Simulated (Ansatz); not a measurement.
# What InBi (model cell, started as NiAs type) distorts into

Which phase does InBi (model cell, started as NiAs type) fall into along its unstable mode, and how much energy does it gain?

Calculated with Ansatz 0.2.0; DFT PBEsol, scalar-relativistic, plane waves, PAW.

The structure was built from a prototype and need not be the compound's stable phase.

## 1. The starting structure

The structure is hexagonal, space group P6_3/mmc (No. 194). Conventional cell: a = 4.182 Å, b = 4.182 Å, c = 7.899 Å, α = 90.00°, β = 90.00°, γ = 120.00°. Nearest to In lie 6 Bi at 3.12 Å. Nearest to Bi lie 6 In at 3.12 Å. Farther neighbours are not listed.

## 2. Response at finite wavevector

The cell comes from relaxations at this level that are not shown. Stability and thermal properties need the whole zone. Linear response on a 3×3×2 q mesh gives force constants as far as a supercell of that size would.

input.yaml reads:

```yaml
crystal:
  lattice:
    - [4.1817776876, 0.0, 0.0]
    - [-2.0908888438, 3.6215257104, 0.0]
    - [0.0, 0.0, 7.8990694207]
  atoms:
    - { symbol: In, position: [0.0, 0.0, 0.0] }
    - { symbol: In, position: [0.0, 0.0, 0.5] }
    - { symbol: Bi, position: [0.3333333333, 0.6666666667, 0.25] }
    - { symbol: Bi, position: [0.6666666667, 0.3333333333, 0.75] }
kpoints:
  mp_grid: { grid: [12, 12, 6] }
hamiltonian:
  xc: pbesol
scf:
  occupations: { method: methfessel_paxton, width: 0.2 }
output:
  eigenvalues: true
phonons:
  method: dfpt
  qmesh: [3, 3, 2]
  temperatures: { t_max: 1000, t_step: 50 }
  qpath:
    path:
      - [[0.0, 0.0, 0.0], [0.5, 0.0, 0.0], [0.33333333, 0.33333333, 0.0], [0.0, 0.0, 0.0], [0.0, 0.0, 0.5], [0.5, 0.0, 0.5], [0.33333333, 0.33333333, 0.5], [0.0, 0.0, 0.5]]
      - [[0.5, 0.0, 0.5], [0.5, 0.0, 0.0]]
      - [[0.33333333, 0.33333333, 0.5], [0.33333333, 0.33333333, 0.0]]
    npoints: 10
```

Command:

```console
ansatz run input.yaml --threads 4 --pin off --max-ram 7168MiB --backend cpu --events-out ev --progress --plain --runs-dir out
```

Numbers of over 12 decimals in the logs are rounded to 6 here.

Output:

```text
Warning: phonons: the dynamical matrix that this run interpolates holds no multipole term above the dipole-dipole one, and a site of this crystal is no centre of inversion, so its interpolated transverse optical and acoustic branches and sound speeds can stay off near Gamma, and the density of states and the thermodynamics with them. What a run solves at a wave vector of phonons.qpoints, Gamma apart, where the deck admits one, is free of this, and under fd what a larger phonons.supercell samples
Engine: ansatz 0.2.0, x86_64-unknown-linux-gnu
Pseudopotentials: kind: paw
Pseudopotential: In, paw, valence charge 13, recommended cutoff 420 eV (normal), In.paw.azcp
Pseudopotential: Bi, paw, valence charge 15, recommended cutoff 420 eV (normal), Bi.paw.azcp
Functional definition: PBEsol
  exchange = pbesol_x
  correlation = pbesol_c
Crystal: 4 atoms, lattice volume = 119.627 Å³
Basis set: ecut = 420 eV, 2301 PW (Γ), exchange–correlation on 60×60×108 points (8 copies of the dense FFT grid, shifted against one another)
Bands: 34, of which v1, the nominal top of the filled ones, is band 28 counted from 1 (27 counted from 0)
Symmetry: 24 space group operations
k-points: 76 of 864
Non-local potential: In, projectors of the file, l = 0: 2, l = 1: 2, l = 2: 2, l = 3: 2
Non-local potential: Bi, projectors of the file, l = 0: 2, l = 1: 2, l = 2: 2, l = 3: 2
PAW form: soft (Blöchl's): semilocal exchange-correlation on the pseudo side does not see the compensation charge
PAW frozen core: In, regenerated for the run's functional, and the local potential with it (the file was generated under x = pbe(κ = 0.804, μ = 0.219515), c = pbe(β = 0.066725))
PAW frozen core: Bi, regenerated for the run's functional, and the local potential with it (the file was generated under x = pbe(κ = 0.804, μ = 0.219515), c = pbe(β = 0.066725))
PAW one-centre angular grid: In, 590 points (default); XC on 64 Gauss nodes
PAW one-centre angular grid: Bi, 590 points (default); XC on 64 Gauss nodes
Initial density: superposition of atomic densities (neutral atoms: chi_scale 0, normalization atom), corrected by the library's trained network
Initial wavefunctions: pseudopotential atomic-orbital guess
Functional: x = pbesol(κ = 0.804, μ = 0.123457), c = pbesol(β = 0.046)
SCF iter   1: F=—  HF=-35534.549590 eV  |F-HF|=—  |Δ(HF+E_count)|=         —  Δρ=2.82e-3  dr2=8.40e-3  ethr=1.77e-3  ⟨swp⟩=6.2  Hψ=11486  notcnv=0
preconditioner: auto → Kerker (q_TF=auto, 2.404 Å⁻¹)  [metal: Δε(μ)=0.041 eV  Ē_g=17.530 eV  σ=0.200 eV  W_gap=0.17  n_scr=36 (ndim 8)  ℏωp=25.4 eV  f_vac=0.000  D(μ)=1.95/eV (n_scr^D=4)]
SCF iter   2: F=—  HF=-35534.545831 eV  |F-HF|=—  |Δ(HF+E_count)|=   3.76e-3  S|Δr|=    0.00e0  Δρ=1.25e-3  dr2=2.28e-3  ethr=1.50e-5  ⟨swp⟩=2.0  Hψ=4142  notcnv=0
SCF iter   3: F=—  HF=-35534.545276 eV  |F-HF|=—  |Δ(HF+E_count)|=   5.55e-4  S|Δr|=    0.00e0  Δρ=3.79e-4  dr2=2.81e-4  ethr=4.08e-6  ⟨swp⟩=2.1  Hψ=4014  notcnv=0
SCF iter   4: F=—  HF=-35534.545240 eV  |F-HF|=—  |Δ(HF+E_count)|=   3.55e-5  S|Δr|=    0.00e0  Δρ=1.37e-4  dr2=4.62e-5  ethr=5.03e-7  ⟨swp⟩=1.6  Hψ=2773  notcnv=0
SCF iter   5: F=—  HF=-35534.545240 eV  |F-HF|=—  |Δ(HF+E_count)|=   8.58e-7  S|Δr|=    0.00e0  Δρ=4.40e-5  dr2=4.24e-6  ethr=8.25e-8  ⟨swp⟩=2.9  Hψ=4279  notcnv=0
SCF iter   6: F=—  HF=-35534.545245 eV  |F-HF|=—  |Δ(HF+E_count)|=   5.25e-6  S|Δr|=    0.00e0  Δρ=1.31e-5  dr2=3.44e-7  ethr=7.56e-9  ⟨swp⟩=2.0  Hψ=3099  notcnv=0
SCF iter   7: F=—  HF=-35534.545245 eV  |F-HF|=—  |Δ(HF+E_count)|=   4.07e-8  S|Δr|=    0.00e0  Δρ=2.59e-6  dr2=1.25e-8  ethr=6.14e-10  ⟨swp⟩=3.0  Hψ=4747  notcnv=0
SCF iter   8: F=—  HF=-35534.545245 eV  |F-HF|=—  |Δ(HF+E_count)|=   2.21e-9  S|Δr|=    0.00e0  Δρ=6.54e-7  dr2=4.70e-10  ethr=2.23e-11  ⟨swp⟩=2.1  Hψ=4452  notcnv=0
SCF iter   9: F=—  HF=-35534.545245 eV  |F-HF|=—  |Δ(HF+E_count)|=  8.73e-11  S|Δr|=    0.00e0  Δρ=1.27e-7  dr2=2.60e-11  ethr=1.00e-12  ⟨swp⟩=3.0  Hψ=4851  notcnv=0
SCF iter  10: F=-35534.545245 eV  HF=-35534.545245 eV  |F-HF|=2.18e-11  |Δ(HF+E_count)|=  1.46e-11  S|Δr|=    0.00e0  Δρ=2.37e-8  dr2=1.11e-12  ethr=1.00e-12  ⟨swp⟩=9.4  Hψ=12526  notcnv=0
SCF 1 converged in 10 iterations: F = -35534.545245 eV  dr2 = 1.11e-12
  greatest PAW one-centre occupation: 0.987 electrons in one spin orbital (limit 2), on the Bi atom at site 3 (counted from 0), in its partial waves of l = 2
Initial density: read from a saved state, or passed on in memory by an earlier SCF of this step, an earlier step, the calling program or the single point that the run made first
iter 1 solved again at ethr=7.54e-8 eV; its pass at ethr=3.10e-3 eV (dr2=4.22e-5 eV) is discarded
SCF iter   1: F=—  HF=-35534.545221 eV  |F-HF|=—  |Δ(HF+E_count)|=         —  Δρ=2.47e-7  dr2=9.78e-11  ethr=7.54e-8  ⟨swp⟩=3.3  Hψ=19289  notcnv=0
eigensolver tolerance schedule: the retry pair's looser diagonalisation over-reported the residual by 432011.35 of it (diagonalisation noise at an unbounded share of the residual, at the tolerance the schedule requests for it); recorded, not acted on — ethr = c·dr2/N_el stays at c = 1.0e-1
preconditioner: auto → Kerker (q_TF=auto, 2.404 Å⁻¹)  [metal: Δε(μ)=0.040 eV  Ē_g=17.583 eV  σ=0.200 eV  W_gap=0.17  n_scr=36 (ndim 8)  ℏωp=25.4 eV  f_vac=0.000  D(μ)=1.96/eV (n_scr^D=4)]
SCF iter   2: F=—  HF=-35534.545245 eV  |F-HF|=—  |Δ(HF+E_count)|=   2.42e-5  S|Δr|=    0.00e0  Δρ=1.22e-7  dr2=2.27e-11  ethr=1.00e-12  ⟨swp⟩=4.1  Hψ=7531  notcnv=0
SCF iter   3: F=—  HF=-35534.545245 eV  |F-HF|=—  |Δ(HF+E_count)|=  1.82e-10  S|Δr|=    0.00e0  Δρ=8.06e-8  dr2=1.02e-11  ethr=1.00e-12  ⟨swp⟩=5.4  Hψ=7432  notcnv=0
SCF iter   4: F=-35534.545245 eV  HF=-35534.545245 eV  |F-HF|=7.28e-12  |Δ(HF+E_count)|=  1.16e-10  S|Δr|=    0.00e0  Δρ=3.76e-8  dr2=2.23e-12  ethr=1.00e-12  ⟨swp⟩=2.8  Hψ=5108  notcnv=0
SCF 2 converged in 4 iterations: F = -35534.545245 eV  dr2 = 2.23e-12
phonons: the bands overlap, so this run is a metal and interpolates without the dipole-dipole term. If the crystal is really an insulator or semiconductor, its LO-TO splitting is missing
NSCF: frozen V_eff on 76 k-points
NSCF: frozen V_eff on 242 k-points
DFPT response loops at q = (0, 0, 0) (fractional): preconditioner auto → Kerker (q_TF=auto, 2.404 Å⁻¹) (partly filled bands, converged f_vac=0.000); β = 1.00, the filter's whole step (`scf.mixing.beta` (0.50) is not read by the response loops under this deck's `scf.mixing.preconditioner`; to damp them name `kerker` or `kerker_dos`, under which they read `scf.mixing.beta`, and type it under 1.00, their step now; both keys bind the ground state too); Broyden in place of MSR1
NSCF: frozen V_eff on 484 k-points
DFPT response loops at q = (0, 0, -0.5) (fractional): mixed as the last ones told, above
NSCF: frozen V_eff on 936 k-points
DFPT response loops at q = (0, 0.333333, 0) (fractional): mixed as the last ones told, above
NSCF: frozen V_eff on 936 k-points
DFPT response loops at q = (0, 0.333333, -0.5) (fractional): mixed as the last ones told, above
NSCF: frozen V_eff on 888 k-points
DFPT response loops at q = (0.333333, 0.333333, 0) (fractional): mixed as the last ones told, above
NSCF: frozen V_eff on 888 k-points
DFPT response loops at q = (0.333333, 0.333333, -0.5) (fractional): mixed as the last ones told, above
SCF converged after 10 iterations
Stability not checked: this state was not tested for a lower state beside it, because cold or Methfessel-Paxton smearing, or corrected tetrahedra, fill the levels in a way that the test cannot read (fill_not_monotonic; see scf.lower_state_search)
Free energy (F): -35534.545245 eV
Harris-Foulkes:  -35534.545245 eV  (|F-HF|=2.18e-11)
Internal energy: -35534.548564 eV  (E = F + TS)
E sigma→0 (E₀):  -35534.546075 eV
Entropy (-TS):   0.003319 eV (0.830 meV/atom)
Fermi energy:    10.004287 eV
--- Per-component energies (eV) ---
  E_band       = -256.703597
  E_kinetic    = 1090.716575
  E_local      = -5254.376988  (includes V_loc(G=0)·N_el)
  E_nonlocal   = 1857.828846
  E_hartree    = 1856.233037
  E_xc         = -727.954629
  E_vxc        = -488.542782  (∫ρ·V_xc dr)
  E_paw        = -29183.995242  (= ΣΔE_a)
  E_vpaw       = -1174.794449  (= ΣTr[D̂ρ^β])
  E_aug_tail   = -0.000870  (compensation charges beyond the density's cutoff)
  E_ewald      = -5173.650603
  E_core_change = 0.651309  (= ΣΔE_core)
  E_smearing   = 0.003319  (= −TS)
  E_closure    = 0.000000  (closes the sum)
  Σ components = -35534.545245   (vs F -35534.545245, Δ=0.00e0)
--- Band table (eV; the first three rows and the last of 76) ---
  k-point 0: bands = [... 24 lower, 8.8899, 10.5594, 10.5594, 11.1198, 11.1198, 12.1938, 14.2080, 14.2080, ... 2 higher]
  k-point 1: bands = [... 24 lower, 9.6581, 10.5955, 10.5955, 11.0817, 11.0817, 12.1233, 14.1947, 14.1947, ... 2 higher]
  k-point 2: bands = [... 24 lower, 10.6415, 10.6955, 10.6955, 10.9773, 10.9773, 11.8801, 14.1937, 14.1937, ... 2 higher]
  k-point 75: bands = [... 24 lower, 6.3844, 6.3844, 9.5818, 9.5818, 9.7457, 9.7457, 11.2855, 11.2855, ... 2 higher]
--- Phonons (Γ-DFPT): 4 representative perturbations + reference (Σ response iterations 12) ---
  ASR residual: 7.443e-5 → 0.000e0 eV/Å²; symmetrization residual: 2.850e-5 eV/Å²
  ASR residual per site (eV/Å²): 4.26e-5 4.26e-5 7.44e-5 7.44e-5
  Γ frequencies (cm⁻¹): 0.00 0.00 0.00 57.61 57.61 69.59 74.50 74.50 95.59 95.59 102.26 105.75
--- Phonons (arbitrary-q DFPT): 6 irreducible q on the 3×3×2 mesh ---
  q = [0.0000, 0.0000, 0.0000] (star 1, of the zone-centre solve; hermiticity 1.51e-5, symmetrization 5.71e-12): -0.00 0.00 0.00 57.61 57.61 69.59 74.50 74.50 95.59 95.59 102.26 105.75
  q = [0.0000, 0.0000, -0.5000] (star 1, 4 solved perturbations in 590 linear systems a pass and spin channel, the states on 242 of 864 k-point pairs; hermiticity 2.01e-5, symmetrization 1.44e-10): 33.33 33.33 33.33 33.33 51.83 51.83 87.83 87.83 87.83 87.83 93.42 93.42
  q = [0.0000, 0.3333, 0.0000] (star 6, 6 solved perturbations in 2340 linear systems a pass and spin channel, the states on 468 of 864 k-point pairs; hermiticity 1.21e-5, symmetrization 3.50e-11): -7.95 21.76 23.21 49.90 57.42 58.89 81.16 91.29 95.07 97.25 101.18 113.70
  q = [0.0000, 0.3333, -0.5000] (star 6, 6 solved perturbations in 2340 linear systems a pass and spin channel, the states on 468 of 864 k-point pairs; hermiticity 2.18e-5, symmetrization 4.44e-11): 23.97 23.97 37.18 37.18 54.58 54.58 90.16 90.16 91.08 91.08 105.45 105.45
  q = [0.3333, 0.3333, 0.0000] (star 2, 4 solved perturbations in 1042 linear systems a pass and spin channel, the states on 444 of 864 k-point pairs; hermiticity 2.21e-5, symmetrization 1.11e-6): -14.45 40.78 40.78 47.49 47.49 64.07 86.00 89.24 89.24 95.73 95.73 118.69
  q = [0.3333, 0.3333, -0.5000] (star 2, 4 solved perturbations in 1042 linear systems a pass and spin channel, the states on 444 of 864 k-point pairs; hermiticity 1.18e-5, symmetrization 3.72e-7): -16.69 -16.69 29.53 29.53 60.51 60.51 94.05 94.05 104.82 104.82 107.46 107.46
  sum rule: each row above includes the acoustic sum rule's correction from the zone centre's row sums; it moved no ω² by more than (0.32 cm⁻¹)²
  mesh force constants: q→R imaginary residual 1.68e-16; ASR residual 7.443e-5 → 0.000e0 eV/Å²; symmetrization residual 4.441e-15 eV/Å²
  interpolated dispersion: 93 rows × 12 modes
  density of states and harmonic sums: on the 18×18×8 q-mesh, interpolated from the force constants of a 3×3×2 supercell (no non-analytic term)
  largest difference from the sums on the solved wave vectors: F 1.57e-1 eV, S 1.91e-4 and C_V 3.36e-5 eV/K
  zero-point energy: 0.049330 eV/cell   skipped modes (ω ≤ 0): 85, of them read as no rigid motion or as one in doubt: 82 (4.444e-1 modes/cell left out, lowest -16.69 cm⁻¹)   left out of the sums: 3.71e-2 of the cell's modes: C_V's classical limit lies that fraction below 3 k_B per atom; for a crystal, a wire or a layer, F and S can be off by more, and a phonons.interpolated_qmesh denser along its periods is the remedy for the sampling
```

Wall time 7.1 min (4 threads of Intel Xeon 6975P-C (Granite Rapids), shared host); peak memory 4.8 GiB; 27 min of CPU time.

Numbers from this step:

| Property | Result |
| --- | --- |
| volume per atom | 29.91 Å³ |
| gap on the k-mesh | 0 eV |
| sum-rule residual before enforcement | 7.44e-5 eV/Å² |
| lowest frequency on the path | -16.69 cm⁻¹ |
| point group | 6/mmm |
| highest frequency on the path or at a solved wavevector | 118.7 cm⁻¹ |
| highest optical mode at the zone centre (no LO-TO term) | 105.8 cm⁻¹ |
| lowest optical zone-centre mode | 57.61 cm⁻¹ |
| lowest mode on the q mesh (acoustic modes at Γ apart) | -16.69 cm⁻¹ |

Frequencies (cm⁻¹) solved at each irreducible wavevector; negative means imaginary. Frequencies by wavevector, by row:

```csv
q in reciprocal lattice units,star,mode 1,mode 2,mode 3,mode 4,mode 10,mode 11,mode 12
0 0 0,1,0,0,0,57.6,95.6,102.3,105.8
0 0 -0.5,1,33.3,33.3,33.3,33.3,87.8,93.4,93.4
0 0.3333 0,6,-8,21.8,23.2,49.9,97.2,101.2,113.7
0 0.3333 -0.5,6,24,24,37.2,37.2,91.1,105.5,105.5
0.3333 0.3333 0,2,-14.4,40.8,40.8,47.5,95.7,95.7,118.7
0.3333 0.3333 -0.5,2,-16.7,-16.7,29.5,29.5,104.8,107.5,107.5
```

Interpolated from a 3×3×2 q mesh. The phonon branches at the labelled points (cm⁻¹):

```
    point  branch 1  branch 2  branch 3  branch 4  branch 9  branch 10  branch 11  branch 12
        Γ         0         0         0        58        96         96        102        106
  halfway         7        29        33        47        94         97         98        112
        M       -16       -12         8        54        97         98        103        116
  halfway       -13        25        27        50        96         97         98        117
        K       -14        41        41        48        89         96         96        119
  halfway         6        38        40        41        95         96         98        113
        Γ         0         0         0        58        96         96        102        106
  halfway        16        16        27        49        94         94         98        100
        A        33        33        33        33        88         88         93         93
  halfway        22        22        36        36        88         88        102        102
        L        32        32        38        38        96         96        108        108
  halfway        14        14        32        32       101        101        108        108
        H       -17       -17        30        30       105        105        108        108
  halfway        15        15        38        38        93         93        104        104
        A        33        33        33        33        88         88         93         93
jump to L        32        32        38        38        96         96        108        108
  halfway        13        15        25        52        96         97        100        114
        M       -16       -12         8        54        97         98        103        116
jump to H       -17       -17        30        30       105        105        108        108
  halfway         2        18        18        51        95        101        101        116
        K       -14        41        41        48        89         96         96        119
```

Symmetry leaves 6 wavevectors to solve. The lowest mode among them, the acoustic zeros apart, lies at q = (0.333, 0.333, -0.5) and is imaginary, 16.7i cm⁻¹, so the energy falls along it.

## 3. The mode frozen in, largest atomic shift 0 Å

The mode followed lies at q = (0.333, 0.333, 0) with frequency 14.4i cm⁻¹, one of the unstable modes though not the softest. At small amplitude the distorted cell has space group no. 176 by a symmetry search on the positions. The undistorted cell that holds it gives the zero of energy on the same k mesh.

System of this step: InBi (model cell, started as NiAs type). It takes space group P6_3/mmc (No. 194, hexagonal). Conventional cell: a = 4.182 Å, b = 4.182 Å, c = 7.899 Å, α = 90.00°, β = 90.00°, γ = 120.00°. Nearest to In lie 6 Bi at 3.12 Å. Nearest to Bi lie 6 In at 3.12 Å. Farther neighbours are not listed.

input.yaml reads:

```yaml
crystal:
  lattice:
    - [0.0, -7.2430514208, 0.0]
    - [-6.2726665313, -3.6215257104, 0.0]
    - [0.0, 0.0, -7.8990694207]
  atoms:
    - { symbol: In, position: [0.0, 0.0, 0.0] }
    - { symbol: In, position: [0.6666666667, 0.6666666667, 0.0] }
    - { symbol: In, position: [0.3333333333, 0.3333333333, 0.0] }
    - { symbol: In, position: [0.0, 0.0, 0.5] }
    - { symbol: In, position: [0.6666666667, 0.6666666667, 0.5] }
    - { symbol: In, position: [0.3333333333, 0.3333333333, 0.5] }
    - { symbol: Bi, position: [0.3333333333, 0.6666666667, 0.75] }
    - { symbol: Bi, position: [1.0, 0.3333333333, 0.75] }
    - { symbol: Bi, position: [0.6666666667, 0.0, 0.75] }
    - { symbol: Bi, position: [0.6666666667, 0.3333333333, 0.25] }
    - { symbol: Bi, position: [0.3333333333, 1.0, 0.25] }
    - { symbol: Bi, position: [0.0, 0.6666666667, 0.25] }
kpoints:
  mp_grid: { grid: [6, 6, 6] }
hamiltonian:
  xc: pbesol
scf:
  occupations: { method: methfessel_paxton, width: 0.2 }
output:
  forces: true
  stress: true
  eigenvalues: true
```

Output:

```text
[...]
Crystal: 12 atoms, lattice volume = 358.880 Å³
Basis set: ecut = 420 eV, 6987 PW (Γ), exchange–correlation on 100×100×108 points (8 copies of the dense FFT grid, shifted against one another)
Bands: 101, of which v1, the nominal top of the filled ones, is band 84 counted from 1 (83 counted from 0)
Symmetry: 72 space group operations
[...]
k-points: 28 of 216
[...]
k-point 0: bands = [... 80 lower, 7.6482, 7.8055, 8.8904, 10.5616, 10.5616, 11.1223, 11.1223, 12.1960, ... 13 higher]
  k-point 1: bands = [... 80 lower, 8.2170, 8.2170, 9.6588, 10.5977, 10.5977, 11.0842, 11.0842, 12.1254, ... 13 higher]
  k-point 2: bands = [... 80 lower, 9.0432, 9.0432, 10.6425, 10.6977, 10.6977, 10.9797, 10.9797, 11.0790, ... 13 higher]
  k-point 27: bands = [... 80 lower, 9.5072, 9.5072, 9.5072, 9.5072, 10.2162, 10.2162, 10.2162, 10.2162, ... 13 higher]
[key lines of the parts left out:]
SCF converged after 7 iterations
Free energy (F): -106603.625905 eV
Fermi energy:    9.991573 eV
P = ⅓ Tr σ = 0.0102 GPa (0.102 kbar)
```

Elapsed: 6.3 s, on 4 threads; peak memory 1.6 GiB.

Numbers from this step:

| Property | Result |
| --- | --- |
| pressure | 0.01016 GPa |
| energy from the undistorted cell | 0 meV/atom |

The run ends at a pressure of 0.01 GPa.

(Continued in part 2 of 2.)

[Logs are printed without paths, hosts, clocks, repeated set-up lines and the standing remarks that a program may print on its own settings, such as how far it seeks lower states.]

[Hosts, paths, dates, database ids (printed as entryN), source tags and the programs' standing remarks are cut or masked in the printed files.]
